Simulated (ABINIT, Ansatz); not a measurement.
**MgO (Periclase): G0W0 with ABINIT, start to end**

The structure is cubic, space group Fm-3m (No. 225). Conventional cell: a = 4.217 Å, b = 4.217 Å, c = 4.217 Å, α = 90.00°, β = 90.00°, γ = 90.00°. Mg has 6 O at 2.11 Å nearest. Nearest to O lie 6 Mg at 2.11 Å. Farther neighbours, and contacts between anions beyond the nearest, are not listed.

```
Mg O
1.0
     0.00000    2.10850    2.10850
     2.10850    0.00000    2.10850
     2.10850    2.10850    0.00000
Mg O
1 1
Direct
  0.00000 0.00000 0.00000
  0.50000 0.50000 0.50000
```

```yaml
method: RPA screening on PBE, plane waves, norm-conserving pseudopotentials (and 2 further levels or steps)
program: ABINIT 10.8.3
settings: cutoff 38 Ha, PseudoDojo scalar-relativistic 0.4.1 standard, norm-conserving, ngkpt (6, 6, 6), nband 110, ecuteps 8.8 Ha, inclvkb 2, shiftk (0, 0, 0), symchi 1, awtr 1, frequency ppm, 6×6×6 k-mesh
cost: 5 runs, 1.9 min in all on 4 MPI ranks of Arm Neoverse V1, shared host
notes: The database entry behind the starting cell differs from other determinations of this structure. The cell and positions come from the Crystallography Open Database and are kept as given unless a step says otherwise.
pbe_gap: 4.73 eV, direct
g0w0_gap_on_the_mesh: 7.02 eV
gw_settings: 6×6×6 mesh, 110 bands, screening to 239.5 eV, Godby-Needs plasmon pole
known_limits: short of the basis limit
```

G0W0 moves the gap on the mesh from 4.73 eV to 7.02 eV (+2.29 eV), with Z of 0.81 and 0.85 at the edges. Local fields lower the RPA ε∞ on this mesh from 3.26 to 3.04.

[Long decimals in the printed logs are rounded to 6 places.]

[Logs are printed without paths, hosts, clocks, repeated set-up lines and the standing remarks that a program may print on its own settings, such as how far it seeks lower states.]

[Paths, hosts, dates, memory and timing lines, banners, echoed tables and standing remarks are left out of the program output; an Ansatz launch command may be rebuilt from the run's recorded settings. Measured values are a selection of at most five: reports struck by readers or far from the other reports are left out. None is set beside runs whose start may be inverted or whose files or cutoffs have a known fault.]

[Runs of the session that timed out or met a known fault of the program may be left out.]

[Hosts, paths, dates, database ids (printed as entryN), source tags and the programs' standing remarks are cut or masked in the printed files.]

[G0W0 gaps are taken among the corrected bands and points alone; a level outside them can change the order at an edge.]

[Where Ansatz stands beside ABINIT at settings called matched, ABINIT's density can come from a denser mesh and the files from another edition; pairs whose starting gaps differed by over 0.03 eV were left out, so agreement reads better than it is.]
